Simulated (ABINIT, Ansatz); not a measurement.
# Quasiparticle gap of CO2 (P4_2/mnm) in ABINIT, part 3 of 3

Aim: the G0W0 gap of CO2 (P4_2/mnm) on LDA, step by step.

ABINIT 10.8.3; LDA and many-body steps on it, plane waves. Known limits of the many-body steps: not at the basis limit; coarse k mesh.

So far. Step 3 (Bands along the symmetry lines): The gap is 6.325 eV, as in the run before at this level. Step 4 (Empty states on the mesh, 2×2×2 mesh, 61 bands): On this mesh the gap is 6.325 eV.

**5. Screening, 2×2×2 mesh, 57 bands, screening to 98 eV**

The RPA dielectric matrix is built and inverted for each q.

This step: RPA screening on LDA, plane waves, norm-conserving pseudopotentials.

run.abi

```
acell 3*1.0 Angstrom
rprim 
  4.227212790000 0.000000000000 0.000000000000
  0.000000000000 4.227212790000 0.000000000000
  0.000000000000 0.000000000000 4.687771590000
ntypat 2
znucl 6 8
natom 6
typat 1 1 2 2 2 2
xred 
  0.500000000000 0.500000000000 0.500000000000
  0.000000000000 0.000000000000 0.000000000000
  0.304826860000 0.695173140000 0.500000000000
  0.695173140000 0.304826860000 0.500000000000
  0.195173140000 0.195173140000 0.000000000000
  0.804826860000 0.804826860000 0.000000000000
pp_dirpath "pseudos"
pseudos "C.upf, O.upf"
ecut 37
ngkpt 2 2 2
nshiftk 1
shiftk 0 0 0
kptopt 1
chksymbreak 0
istwfk *1
occopt 1
irdwfk 1
optdriver 3
nband 57
ecuteps 3.6
inclvkb 2
awtr 1
symchi 1
indata_prefix "in"
outdata_prefix "out"
tmpdata_prefix "tmp"
```

On the command line:

```console
$ OMP_NUM_THREADS=1 mpirun -n 4 abinit run.abi > log
```

Numbers of over 12 decimals in the logs are rounded to 6 here.

What it wrote:

```text
.Version 10.8.3 of ABINIT. v10.8.2 released Aug 2026.

 Symmetries : space group P4_2/m n m (#136); Bravais tP (primitive tetrag.)
[... echo of the input left out ...]
== DATASET  1 ==================================================================
-   mpi_nproc: 4, omp_nthreads: 1 (-1 if OMP is not activated)

--- !DatasetInfo
iteration_state: {dtset: 1, }
dimensions: {natom: 6, nkpt: 6, mband: 57, nsppol: 1, nspinor: 1, nspden: 1, mpw: 6088, }
cutoff_energies: {ecut:  37.0, pawecutdg:  -1.0, }
electrons: {nelect:   3.20000000E+01, charge:   0.00000000E+00, occopt:   1.00000000E+00, tsmear:   1.00000000E-02, }

 SCREENING: Calculation of the susceptibility and dielectric matrices

 Based on a program developped by R.W. Godby, V. Olevano, G. Onida, and L. Reining.
 Incorporated in ABINIT by V. Olevano, G.-M. Rignanese, and M. Torrent.
.Using double precision arithmetic ; gwpc =  8

[... cell and pseudopotentials left out ...]
--------------------------------------------------------------------------------

 ==== K-mesh for the wavefunctions ====
 Number of points in the irreducible wedge :     6
[... list of points left out ...]
 Together with 16 symmetry operations and time-reversal symmetry
 yields     8 points in the full Brillouin Zone.

 ==== Q-mesh for the screening function ====
 Number of points in the irreducible wedge :     6
[... list of points left out ...]
 Together with 16 symmetry operations and time-reversal symmetry
 yields     8 points in the full Brillouin Zone.

 setmesh: FFT mesh size selected  =    30x   30x   32
          total number of points  =        28800

 vcoul_init : cutoff-mode = AUXILIARY_FUNCTION
 q-points for optical limit:   1
     1)      0.000010    0.000020    0.000030

- screening: taking advantage of time-reversal symmetry
- Maximum band index for partially occupied states nbvw = 16
- Remaining bands to be divided among processors   nbcw = 41
- Number of bands treated by each node ~10

 Number of electrons calculated from density =   32.0000; Expected =   32.0000
 average of density, n =  0.056608
 r_s =    1.6156
 omega_plasma =   22.9506 [eV]

 calculating chi0 at frequencies [eV] :
  1    0.000000E+00    0.000000E+00
  2    0.000000E+00    2.295065E+01

--------------------------------------------------------------------------------
  q-point number  1        q = ( 0.000000, 0.000000, 0.000000) [r.l.u.]
--------------------------------------------------------------------------------
[... chi0 elements left out ...]
 For q-point:  0.000010 0.000020 0.000030
  dielectric constant =   1.8662
  dielectric constant without local fields =   2.2515

  Average fulfillment of the sum rule on Im[epsilon] for q-point    1 :     36.45  [%]
[... wings left out ...]
  q-point number  2        q = ( 0.500000, 0.000000, 0.000000) [r.l.u.]
--------------------------------------------------------------------------------
[... chi0 elements left out ...]
  Average fulfillment of the sum rule on Im[epsilon] for q-point    2 :     46.66  [%]

 [... 4 further q-points ...]
```

It took 7.8 s on 4 MPI ranks of AMD EPYC 7R32 (Zen 2), shared host; peak memory 0.83 GiB; 30 s of CPU time.

Numbers from this step:

```yaml
eps_infinity_with_local_fields_on_this_mesh_along_the_program_s_q_direction: 1.866
the_same_without_local_fields: 2.252
plasma_frequency: 22.95 eV
plane_waves_in_the_screening_matrix: 187
```

Local fields lower ε∞ by 17 %. On a Γ-centred mesh this coarse the value itself is usually too large, while a short band sum pulls it down.

**6. Self-energy, 2×2×2 mesh, 57 bands, screening to 98 eV**

The self-energy is evaluated for the states that the input lists, and the levels follow from it, in one-shot runs by the linearised quasiparticle equation.

This step: G0W0 on LDA, plane waves, norm-conserving pseudopotentials.

Edit run.abi of step 5 so:

```diff
@@ -27,8 +27,17 @@
 irdwfk 1
-optdriver 3
+optdriver 4
 nband 57
+gwcalctyp 0
+ecutsigx 37
+symsigma 1
+nkptgw 2
+kptgw 
+  0.5000000000 0.5000000000 0.5000000000
+  0.0000000000 0.0000000000 0.0000000000
+bdgw 
+  15 18
+  15 18
 ecuteps 3.6
-inclvkb 2
-awtr 1
-symchi 1
+irdscr 1
+ppmodel 1
 indata_prefix "in"
```

What it wrote:

```text
.Version 10.8.3 of ABINIT. v10.8.2 released Aug 2026.

 Symmetries : space group P4_2/m n m (#136); Bravais tP (primitive tetrag.)
[... echo of the input left out ...]
== DATASET  1 ==================================================================
-   mpi_nproc: 4, omp_nthreads: 1 (-1 if OMP is not activated)

--- !DatasetInfo
iteration_state: {dtset: 1, }
dimensions: {natom: 6, nkpt: 6, mband: 57, nsppol: 1, nspinor: 1, nspden: 1, mpw: 6088, }
cutoff_energies: {ecut:  37.0, pawecutdg:  -1.0, }
electrons: {nelect:   3.20000000E+01, charge:   0.00000000E+00, occopt:   1.00000000E+00, tsmear:   1.00000000E-02, }

 SIGMA: Calculation of the GW corrections

 Based on a program developped by R.W. Godby, V. Olevano, G. Onida, and L. Reining.
 Incorporated in ABINIT by V. Olevano, G.-M. Rignanese, and M. Torrent.
.Using double precision arithmetic ; gwpc =  8

[... cell and pseudopotentials left out ...]
--------------------------------------------------------------------------------

 ==== K-mesh for the wavefunctions ====
 Number of points in the irreducible wedge :     6
[... list of points left out ...]
 Together with 16 symmetry operations and time-reversal symmetry
 yields     8 points in the full Brillouin Zone.

 ==== Q-mesh for screening function ====
 Number of points in the irreducible wedge :     6
[... list of points left out ...]
 Together with 16 symmetry operations and time-reversal symmetry
 yields     8 points in the full Brillouin Zone.

 vcoul_init : cutoff-mode = AUXILIARY_FUNCTION
 q-points for optical limit:   1
     1)      0.000010    0.000020    0.000030
 setmesh: FFT mesh size selected  =    48x   48x   54
          total number of points  =       124416

 Number of electrons calculated from density =   32.0000; Expected =   32.0000
 average of density, n =  0.056608
 r_s =    1.6156
 omega_plasma =   22.9506 [eV]

 === KS Band Gaps ===
  >>>> For spin  1
   Minimum direct gap =   6.8109 [eV], located at k-point      :   0.0000  0.0000  0.0000
   Fundamental gap    =   6.3247 [eV], Top of valence bands at :   0.5000  0.5000  0.5000
                                       Bottom of conduction at :   0.0000  0.0000  0.0000
 SIGMA fundamental parameters:
 PLASMON POLE MODEL  1
 number of plane-waves for SigmaX                 6085
 number of plane-waves for SigmaC and W            187
 number of plane-waves for wavefunctions          6085
 number of bands                                    57
 number of independent spin polarizations            1
 number of spinorial components                      1
 number of k-points in IBZ                           6
 number of q-points in IBZ                           6
 number of symmetry operations                      16
 number of k-points in BZ                            8
 number of q-points in BZ                            8
 number of frequencies for dSigma/dE                 9
 frequency step for dSigma/dE [eV]                0.25
 number of omega for Sigma on real axis              0
 max omega for Sigma on real axis  [eV]           0.00
 zcut for avoiding poles [eV]                     0.10

 EPSILON^-1 parameters (SCR file):
 dimension of the eps^-1 matrix on file            187
 dimension of the eps^-1 matrix used               187
 number of plane-waves for wavefunctions          6085
 number of bands                                    57
 number of q-points in IBZ                           6
 number of frequencies                               2
 number of real frequencies                          1
 number of imag frequencies                          1

 matrix elements of self-energy operator (all in [eV])

 Perturbative Calculation

--- !SelfEnergy_ee
iteration_state: {dtset: 1, }
kpoint     : [   0.500,    0.500,    0.500, ]
spin       : 1
KS_gap     :    7.549
QP_gap     :   12.794
Delta_QP_KS:    5.245
data: !SigmaeeData |
     Band     E0 <VxcDFT>   SigX SigC(E0)      Z dSigC/dE  Sig(E)    E-E0       E
       15  -3.443 -19.940 -25.029   3.256   0.829  -0.206 -21.460  -1.520  -4.963
       16  -3.443 -19.940 -25.029   3.256   0.829  -0.206 -21.460  -1.520  -4.963
       17   4.107 -15.387  -9.238  -1.818   0.860  -0.163 -11.663   3.725   7.831
       18   4.107 -15.387  -9.238  -1.818   0.860  -0.163 -11.663   3.725   7.831

--- !SelfEnergy_ee
iteration_state: {dtset: 1, }
kpoint     : [   0.000,    0.000,    0.000, ]
spin       : 1
KS_gap     :    6.811
QP_gap     :   10.755
Delta_QP_KS:    3.944
data: !SigmaeeData |
     Band     E0 <VxcDFT>   SigX SigC(E0)      Z dSigC/dE  Sig(E)    E-E0       E
       15  -3.929 -19.297 -24.471   3.255   0.830  -0.205 -20.890  -1.592  -5.521
       16  -3.929 -19.297 -24.471   3.255   0.830  -0.205 -20.890  -1.592  -5.521
       17   2.882 -10.698  -5.594  -2.456   0.888  -0.126  -8.346   2.352   5.234
       18   3.900 -16.175 -10.078  -1.577   0.855  -0.170 -12.310   3.865   7.765

== END DATASET(S) ==============================================================
================================================================================

 -outvars: echo values of variables after computation  --------
           etotal      0.0000000000E+00
            nband          57
             nkpt           6
          spgroup         136
 [... the other variables as echoed above ...]

 Calculation completed.
```

It took 5.3 s on 4 MPI ranks; peak memory 0.58 GiB; 18 s of CPU time.

This step gave:

```
G0W0 gap on the points computed              : 10.20 eV
starting gap on the mesh                     : 6.325 eV
k of the valence top                         : 0.5, 0.5, 0.5
k of the conduction bottom                   : 0, 0, 0
Z at the valence top                         : 0.829
Z at the conduction bottom                   : 0.888
least direct G0W0 gap on the computed points : 10.75 eV
```

The gap on the mesh goes from 6.32 eV to 10.20 eV, a correction of +3.87 eV.

Limits: finite bands, cutoff and mesh; coarse k mesh. v1 is the top filled band, c1 the lowest empty one. Levels before and after the correction, in eV, zero at the valence-band top of each column:

|  | conduction bottom | valence top |
| --- | --- | --- |
| Kohn-Sham | 6.32 | 0.00 |
| G0W0 | 10.20 | 0.00 |

|  | level | energy (eV) |
| --- | --- | --- |
| Kohn-Sham | (0.5 0.5 0.5) v2-v1 | 0.000 |
| Kohn-Sham | (0.5 0.5 0.5) c1-c2 | 7.549 |
| Kohn-Sham | Γ v2-v1 | -0.486 |
| Kohn-Sham | Γ c1 | 6.325 |
| Kohn-Sham | Γ c2 | 7.343 |
| G0W0 | (0.5 0.5 0.5) v2-v1 | 0.000 |
| G0W0 | (0.5 0.5 0.5) c1-c2 | 12.794 |
| G0W0 | Γ v2-v1 | -0.558 |
| G0W0 | Γ c1 | 10.197 |
| G0W0 | Γ c2 | 12.728 |

**7. Where the time went**

Times are wall times on 4 MPI ranks of AMD EPYC 7R32 (Zen 2), shared host, good to a factor of about two.

| step | time | share | memory (GiB) |
| --- | --- | --- | --- |
| ground state | 38 s | 35 % | 0.44 |
| bands along the symmetry lines | 41 s | 37 % | 0.49 |
| empty states on the mesh | 19 s | 17 % | 0.37 |
| screening | 7.8 s | 7 % | 0.83 |
| self-energy | 5.3 s | 5 % | 0.58 |

**8. Outcome**

| Item | Value |
| --- | --- |
| LDA gap | 6.32 eV, indirect |
| G0W0 gap on the mesh | 10.20 eV |
| GW settings | 2×2×2 mesh, 57 bands, screening to 98 eV, Godby-Needs plasmon pole |
| known limits | not at the basis limit; coarse k mesh |

In words: G0W0 moves the gap on the mesh from 6.32 eV to 10.20 eV (+3.87 eV), with Z of 0.83 and 0.89 at the edges. Local fields lower the RPA ε∞ on this mesh from 2.25 to 1.87; a Γ-centred mesh this coarse tends to raise both, most where the direct gap is narrow, while a short band sum lowers them. Only 2 of the mesh's irreducible points were corrected, so a valley elsewhere could overtake. Bands and cutoff are finite, so the gap is not at the basis limit. The miss can reach some tenths of an eV and take either sign; the mesh is an error of its own. In the G0W0 run levels were corrected at 2 k points alone, so a gap called «on the mesh» is the least over those, and an edge elsewhere would be missed. The 2×2×2 mesh is coarse for this cell, which bears on the long-range parts of exchange and screening.

[Paths, hosts, dates, memory and timing lines, banners, echoed tables and standing remarks are left out of the program output.]

[Logs are printed without paths, hosts, clocks, repeated set-up lines and the standing remarks that a program may print on its own settings, such as how far it seeks lower states.]

[Runs of the session that timed out or met a known fault of the program may be left out.]

[Hosts, paths, dates, database ids (printed as entryN), source tags and the programs' standing remarks are cut or masked in the printed files.]

[G0W0 gaps are taken among the corrected bands and points alone; a level outside them can change the order at an edge.]

[Where Ansatz stands beside ABINIT at settings called matched, ABINIT's density can come from a denser mesh and the files from another edition; pairs whose starting gaps differed by over 0.03 eV were left out, so agreement reads better than it is.]
